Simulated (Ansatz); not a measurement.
# Dielectric function and optical constants of SrCl2, part 2 of 2

Aim: the dielectric function of SrCl2, and the optical constants that follow from it.

Ansatz 0.2.0; DFT, PBE, plane-wave PAW, default files, scalar-relativistic, independent-particle optical response without local fields.

So far. Step 2 (Ground state and bands): There is a gap, 5.34 eV on the path, so no carriers' term is needed. The cell is left with a pressure of 1.0 GPa, as it stands unrelaxed at this level.

## 3. Spectrum

With the density converged, the vertical transitions are summed over the zone.

This step: DFT, PBE, plane-wave PAW, default files, scalar-relativistic, independent-particle optical response without local fields (Ansatz 0.2.0).

input.yaml reads:

```yaml
crystal:
  lattice:
    - [0.0, 3.48835, 3.48835]
    - [3.48835, 0.0, 3.48835]
    - [3.48835, 3.48835, 0.0]
  atoms:
    - { symbol: Sr, position: [0.0, 0.0, 0.0] }
    - { symbol: Cl, position: [0.75, 0.75, 0.75] }
    - { symbol: Cl, position: [0.25, 0.25, 0.25] }
kpoints:
  mp_grid: { grid: [6, 6, 6] }
scf:
  occupations: { method: fixed }
hamiltonian:
  xc: pbe
  pseudopotentials: { kind: paw }
output:
  optics:
    e_range: [0, 22]
    de: 0.05
    sigma: 0.15
    nscf_kmesh: { grid: [8, 8, 8] }
    bands: { spectra_wanted_up_to: 22 }
```

Started as:

```bash
$ ansatz run input.yaml --threads 4 --pin off --max-ram 8192MiB --backend cpu --events-out ev --progress --plain --runs-dir out
```

The program printed:

```text
[...]
Crystal: 3 atoms, lattice volume = 84.897 Å³
Basis set: ecut = 420 eV, 1639 PW (Γ)
Bands: 16, of which v1, the nominal top of the filled ones, is band 12 counted from 1 (11 counted from 0)
Symmetry: 48 space group operations
[...]
k-points: 16 of 216
[...]
SCF iter   1: F=—  HF=-5710.723541 eV  |F-HF|=—  |Δ(HF+E_count)|=         —  Δρ=3.72e-4  dr2=7.83e-5  ethr=1.77e-3  ⟨swp⟩=6.4  Hψ=1512  notcnv=0  defer=24
[...]
SCF iter   9: F=-5710.724833 eV  HF=-5710.724833 eV  |F-HF|=2.73e-12  |Δ(HF+E_count)|=    0.00e0  Δρ=6.79e-8  dr2=3.68e-12  ethr=1.00e-12  ⟨swp⟩=6.6  Hψ=1153  notcnv=0
SCF 1 converged in 9 iterations: F = -5710.724833 eV  dr2 = 3.68e-12
[...]
NSCF: frozen V_eff on 29 k-points
output.optics: what the bands over the 56 summed would add to eps1, eps2 and the energy-loss function is held between a lower and an upper bound (5 Lanczos steps). eps1, eps2 and their loss function (loss_summed_bands) are given on every row as the summed bands alone make them. Along an axis, on a row where the two bounds hold the loss function to about 1 % of the greater of itself and 0.5 % of |1/eps|, its cell (loss_completed) is given, with the completed eps1 and eps2 that it is formed of (a cell that is left empty reads nan in the table and null in the record). The two bounds hold it so along every axis on all 441 rows up to 22.000 eV. [rest of the remark cut]
SCF converged after 9 iterations
Free energy (F): -5710.724833 eV
[...]
Internal energy: -5710.724833 eV  (E = F + TS)
E sigma→0 (E₀):  -5710.724833 eV
Fermi energy:    3.098774 eV
[...]
--- Band table (eV; the first three rows and the last of 16) ---
  k-point 0: bands = [... 8 lower, 0.9810, 2.7646, 2.7646, 2.7646, 8.4420, 9.2017, 9.2017, 12.0709]
  k-point 1: bands = [... 8 lower, 1.1655, 2.4551, 2.6164, 2.6164, 9.0330, 9.4098, 9.4098, 11.1007]
  k-point 2: bands = [... 8 lower, 1.5163, 1.9374, 2.2874, 2.2874, 9.7327, 9.7327, 9.9355, 11.1037]
  k-point 15: bands = [... 8 lower, 1.5464, 2.2741, 2.7620, 3.0288, 9.0684, 10.2132, 10.3682, 10.5313]
```

It took 2.6 s on 4 threads of AMD EPYC 9R45, shared host; peak memory 0.79 GiB; 9.3 s of CPU time.

This step gave:

* electronic dielectric constant ε∞, mean of the axes: 3.214
* absorption onset, first axis (α over 10⁴ cm⁻¹, or the direct gap if that lies higher): 5.657 eV
* main peak of Im epsilon, first axis: 7.604 eV
* centre of weight of the strongest loss peak in the window: 17.18 eV
* least direct gap on the mesh: 5.508 eV
* bands summed: 56
* spectra valid up to: 31.34 eV
* program's estimate of the k-sum error in Im epsilon: 0.43 %
* electrons in the f-sum: 20.26

The Im ε, any direction has structure finer than the step of the table below, so its rows give means over 0.5 eV. Peaks (eV: height): 7.60: 8.86, 9.55: 4.94, 21.25: 2.26.

Table of Im ε, any direction by photon energy; means over each step:

photon energy (eV), Im ε, any direction and a bar:
```
      5.0       0.00 
      5.5       0.03 
      6.0       0.50 ##
      6.5       1.60 ######
      7.0       3.00 ############
      7.5       7.67 ##############################
      8.0       6.45 #########################
      8.5       4.69 ##################
      9.0       3.09 ############
      9.5       4.42 #################
     10.0       3.02 ############
     10.5       1.74 #######
     11.0       1.86 #######
     11.5       2.55 ##########
     12.0       2.32 #########
     12.5       2.57 ##########
     13.0       2.22 #########
     13.5       1.72 #######
     14.0       1.89 #######
     14.5       1.86 #######
     15.0       1.83 #######
     15.5       1.32 #####
     16.0       1.08 ####
     16.5       0.71 ###
     17.0       0.59 ##
     17.5       0.66 ###
     18.0       0.49 ##
     18.5       0.41 ##
     19.0       0.44 ##
     19.5       0.41 ##
     20.0       0.41 ##
     20.5       0.42 ##
     21.0       1.38 #####
     21.5       1.78 #######
```

The Re ε, any direction by photon energy:

photon energy (eV), Re ε, any direction and a bar from the least value:
```
      0.0       3.21 ##############
      0.5       3.22 ##############
      1.0       3.24 ##############
      1.5       3.27 ##############
      2.0       3.32 ##############
      2.5       3.39 ###############
      3.0       3.48 ###############
      3.5       3.61 ###############
      4.0       3.77 ################
      4.5       3.99 #################
      5.0       4.31 ##################
      5.5       4.87 ####################
      6.0       5.75 #######################
      6.5       6.47 #########################
      7.0       7.86 ##############################
      7.5       6.40 #########################
      8.0       1.44 ########
      8.5      -0.23 ##
      9.0       1.32 ########
      9.5       1.38 ########
     10.0      -0.87 
     10.5       0.26 ####
     11.0       1.18 #######
     11.5       1.09 #######
     12.0       0.80 ######
     12.5       0.62 #####
     13.0       0.18 ####
     13.5       0.14 ###
     14.0       0.34 ####
     14.5       0.26 ####
     15.0      -0.18 ##
     15.5      -0.01 ###
     16.0      -0.25 ##
     16.5      -0.16 ##
     17.0       0.28 ####
     17.5       0.28 ####
     18.0       0.35 ####
     18.5       0.59 #####
     19.0       0.66 #####
     19.5       0.89 ######
     20.0       1.03 #######
     20.5       1.49 ########
     21.0       2.21 ###########
     21.5       0.91 ######
     22.0       0.92 ######
```

Values under 1 per cm are given as 1. Absorption coefficient, any direction against photon energy:

```csv
photon energy (eV),"absorption coefficient, any direction (1/cm)"
0.000,1
0.500,1
1.000,1
1.500,1
2.000,1
2.500,1
3.000,1
3.500,1
4.000,1
4.500,1
5.000,1
5.500,785
6.000,61422
6.500,2.2e5
7.000,3.3e5
7.500,1.1e6
8.000,1.3e6
8.500,1.4e6
9.000,9.0e5
9.500,1.3e6
10.000,1.4e6
10.500,8.9e5
11.000,7.9e5
11.500,1.1e6
12.000,1.1e6
12.500,1.3e6
13.000,1.3e6
13.500,1.2e6
14.000,1.3e6
14.500,1.3e6
15.000,1.6e6
15.500,1.3e6
16.000,1.3e6
16.500,1.1e6
17.000,7.3e5
17.500,8.5e5
18.000,6.4e5
18.500,4.6e5
19.000,4.9e5
19.500,4.3e5
20.000,4.3e5
20.500,3.1e5
21.000,8.8e5
21.500,1.5e6
22.000,1.9e6
```

The loss function −Im 1/ε at q → 0, any direction has structure finer than the step of the table below, so its rows give means over 0.5 eV. Peaks (eV: height): 10.50: 0.592, 16.70: 1.78, 17.80: 1.38, 21.50: 0.470.

The loss function −Im 1/ε at q → 0, any direction by energy loss; means over each step:

```csv
energy loss (eV),"loss function −Im 1/ε at q → 0, any direction"
5.0,0
5.5,0.00128
6.0,0.0145
6.5,0.0361
7.0,0.0422
7.5,0.0792
8.0,0.149
8.5,0.221
9.0,0.278
9.5,0.205
10.0,0.334
10.5,0.544
11.0,0.391
11.5,0.330
12.0,0.387
12.5,0.368
13.0,0.449
13.5,0.569
14.0,0.507
14.5,0.527
15.0,0.537
15.5,0.744
16.0,0.891
16.5,1.41
17.0,1.42
17.5,1.26
18.0,1.30
18.5,0.808
19.0,0.644
19.5,0.433
20.0,0.327
20.5,0.173
21.0,0.211
21.5,0.423
```

Table of refractive index n and extinction k by photon energy:

```csv
photon energy (eV),n,k
0,1.79,0
1,1.80,0
2,1.82,0
3,1.87,0
4,1.94,0
5,2.08,0
6,2.40,0.101
7,2.84,0.464
8,1.99,1.59
9,1.52,0.988
10,1.04,1.40
11,1.30,0.710
12,1.26,0.881
13,1.10,1.01
14,1.09,0.916
15,0.941,1.03
16,0.638,0.809
17,0.676,0.423
18,0.692,0.353
19,0.855,0.257
20,1.04,0.210
21,1.54,0.415
22,1.30,0.871
```

From ε follow the optical constants at some laser lines:

```csv
wavelength (nm),n,k,R (%),1/α
1064,1.80,0.000,8.2,over 1 mm
633,1.82,0.000,8.5,over 1 mm
532,1.84,0.000,8.7,over 1 mm
450,1.85,0.000,9.0,over 1 mm
365,1.89,0.000,9.5,over 1 mm
308,1.94,0.000,10.3,over 1 mm
193,2.57,0.290,19.8,53 nm
```

Rows near the edge hang on the gap, which this functional as a rule makes too small, and phonon-assisted absorption over an indirect gap is left out.

A film 1 µm thick would pass 84 % of daylight and look colourless in transmission (x = 0.313, y = 0.330).

The first strong peak, at 7.60 eV, fits the second-highest filled and the second-lowest empty band, which run nearly parallel at that distance over 75 % of U–X; the match rests on energies alone.

The f-sum over the summed bands holds 20.3 of the cell's 24 electrons outside the frozen cores, 12 of which lie in bands more than 12 eV below the Fermi level, whose transitions come at higher energies. Up to 22 eV the strength has a mean oscillator energy of 10.8 eV, well above the main peak, so higher transitions carry much of it.

## 4. Static response with local fields

A static field by perturbation theory: the induced potential is included, and the Born charges come with it.

This step: DFT, PBE, plane-wave PAW, default files, scalar-relativistic, static field response by perturbation theory with local fields (Ansatz 0.2.0).

input.yaml, the sections that differ from step 3:

```yaml
dielectric: {}
# crystal, kpoints, scf, hamiltonian: as in step 3
# output: removed
```

The program printed:

```text
[...]
Crystal: 3 atoms, lattice volume = 84.897 Å³
Basis set: ecut = 420 eV, 1639 PW (Γ), exchange–correlation on 72×72×72 points (8 copies of the dense FFT grid, shifted against one another)
Bands: 16, of which v1, the nominal top of the filled ones, is band 12 counted from 1 (11 counted from 0)
Symmetry: 48 space group operations
k-points: 30 of 216 (irreducible under 8 space group operations, time reversal used)
[...]
SCF iter   1: F=—  HF=-5710.723646 eV  |F-HF|=—  |Δ(HF+E_count)|=         —  Δρ=3.69e-4  dr2=7.68e-5  ethr=1.77e-3  ⟨swp⟩=6.6  Hψ=2858  notcnv=0  defer=45
[...]
SCF iter   8: F=-5710.724850 eV  HF=-5710.724850 eV  |F-HF|=7.28e-12  |Δ(HF+E_count)|=  6.00e-11  Δρ=1.70e-7  dr2=2.09e-11  ethr=1.00e-12  ⟨swp⟩=6.5  Hψ=2201  notcnv=0
SCF 1 converged in 8 iterations: F = -5710.724850 eV  dr2 = 2.09e-11
[...]
DFPT response loops at Γ: preconditioner auto → none (the input reference at scf.mixing.eps_inf says where Resta's filter doesn't serve); β = 0.50; Broyden in place of MSR1
SCF converged after 8 iterations
Free energy (F): -5710.724850 eV
[...]
Internal energy: -5710.724850 eV  (E = F + TS)
E sigma→0 (E₀):  -5710.724850 eV
Fermi energy:    3.098773 eV
[...]
--- Band table (eV; the first three rows and the last of 30) ---
  k-point 0: bands = [... 8 lower, 0.9810, 2.7646, 2.7646, 2.7646, 8.4420, 9.2017, 9.2017, 12.0709]
  k-point 1: bands = [... 8 lower, 1.1655, 2.4551, 2.6164, 2.6164, 9.0331, 9.4098, 9.4098, 11.1007]
  k-point 2: bands = [... 8 lower, 1.5163, 1.9374, 2.2874, 2.2874, 9.7327, 9.7327, 9.9355, 11.1038]
  k-point 29: bands = [... 8 lower, 1.5464, 2.2741, 2.7620, 3.0288, 9.0684, 10.2133, 10.3682, 10.5314]
--- Dielectric response (ions clamped): 1 representative field direction + reference, on 30 of 216 k-points (Σ response iterations 8) ---
  k mesh reduced under 8 symmetry operations, with k and −k counted as one. Each operation leaves every solved perturbation unchanged. A smaller set is not considered because the run solves the response to a homogeneous field
  ε∞ (high-frequency dielectric tensor):
        2.916657    -0.000000    -0.000000
        0.000000     2.916657    -0.000000
       -0.000000     0.000000     2.916657
  Born effective charges Z* (e; rows j = field, columns β = displacement):
    site 0:
         2.49612    0.00000   -0.00000
        -0.00000    2.49612   -0.00000
         0.00000    0.00000    2.49612
    site 1:
        -1.24806   -0.00000    0.00000
         0.00000   -1.24806    0.00000
         0.00000   -0.00000   -1.24806
    site 2:
        -1.24806   -0.00000    0.00000
         0.00000   -1.24806    0.00000
         0.00000   -0.00000   -1.24806
  Z* charge neutrality: 2.377e-5 e pre-enforcement
  k-mesh period / interband length: 29.6 Å / 1.27 Å = 23.39 at k = (0.0000, 0.0000, 0.0000), direct gap 5.677 eV — 14 or more, which is no proof of convergence
```

Run time: 1.4 s. Hardware: 4 threads; peak memory 0.52 GiB.

Read-outs:

| Property | Result |
| --- | --- |
| electronic dielectric constant ε∞, mean of the axes | 2.917 |

ε∞ with local fields:

```
2.92 0.00 0.00
0.00 2.92 0.00
0.00 0.00 2.92
```

Diagonal elements. Born, by row:

```csv
atom,Z*xx (e),Z*yy (e),Z*zz (e)
Sr1,2.496,2.496,2.496
Cl2,-1.248,-1.248,-1.248
Cl3,-1.248,-1.248,-1.248
```

Mean Born charges are Sr +2.50 and Cl -1.25, against formal valences of +2 and -1. The largest lies a little above its ionic value.

## 5. Outcome

| Item | Value |
| --- | --- |
| gap on the path | 5.34 eV |
| least direct gap on the path | 5.51 eV |
| electronic dielectric constant ε∞, mean of the axes (independent particles) | 3.21 |
| absorption onset, first axis (α over 10⁴ cm⁻¹, or the direct gap if that lies higher) | 5.66 eV |
| main peak of Im epsilon, first axis | 7.60 eV |
| centre of weight of the strongest loss peak in the window, first axis | 17.2 eV |
| electronic dielectric constant ε∞, mean of the axes (static response with local fields) | 2.92 |

**Reading.** At this level (PBE, independent particles) SrCl2 has ε∞ = 3.21 (2.92 with local fields) and n = 1.80 at 1550 nm; absorption sets in near 5.7 eV, and Im ε peaks at 7.6 eV. The gap is indirect (5.34 eV), so absorption without phonons can begin only at the direct gap of 5.51 eV. The absorption coefficient passes 10⁴ cm⁻¹ at 5.66 eV, in the ultraviolet, so the visible is passed. The strongest loss structure up to 22 eV has its centre of weight at 17.2 eV; a free-electron gas of the 20.3 electrons in the f-sum would put its plasmon at 18.1 eV. Im ε has its chief maxima at 7.60 eV (8.9), 9.57 eV (4.9), 11.55 eV (2.7) and 12.54 eV (2.7). The first strong peak, at 7.60 eV, fits the second-highest filled and the second-lowest empty band, which run nearly parallel at that distance over 75 % of U–X; the match rests on energies alone. A film 1 µm thick would pass 84 % of daylight and look colourless in transmission (x = 0.313, y = 0.330). With local fields and the functional's kernel the static response is 2.92 against 3.21 for independent particles (-9 %). In the base spectrum excitons and phonon-assisted transitions are missing, and so are local fields; PBE gaps are as a rule too small, which pulls the onset down and ε∞ up. In the base run ε includes the program's bounded estimate of what the bands above those summed add.

[Long decimals in the printed logs are rounded to 6 places.]

[Logs are printed without paths, hosts, clocks, repeated set-up lines and the standing remarks that a program may print on its own settings, such as how far it seeks lower states.]

[Hosts, paths, dates, database ids (printed as entryN), source tags and the programs' standing remarks are cut or masked in the printed files.]

[Where the starting crystal was built by hand or by swapping elements, it need not be the compound's stable phase.]

[The count of steps not shown may lack steps that the program refused or didn't finish.]
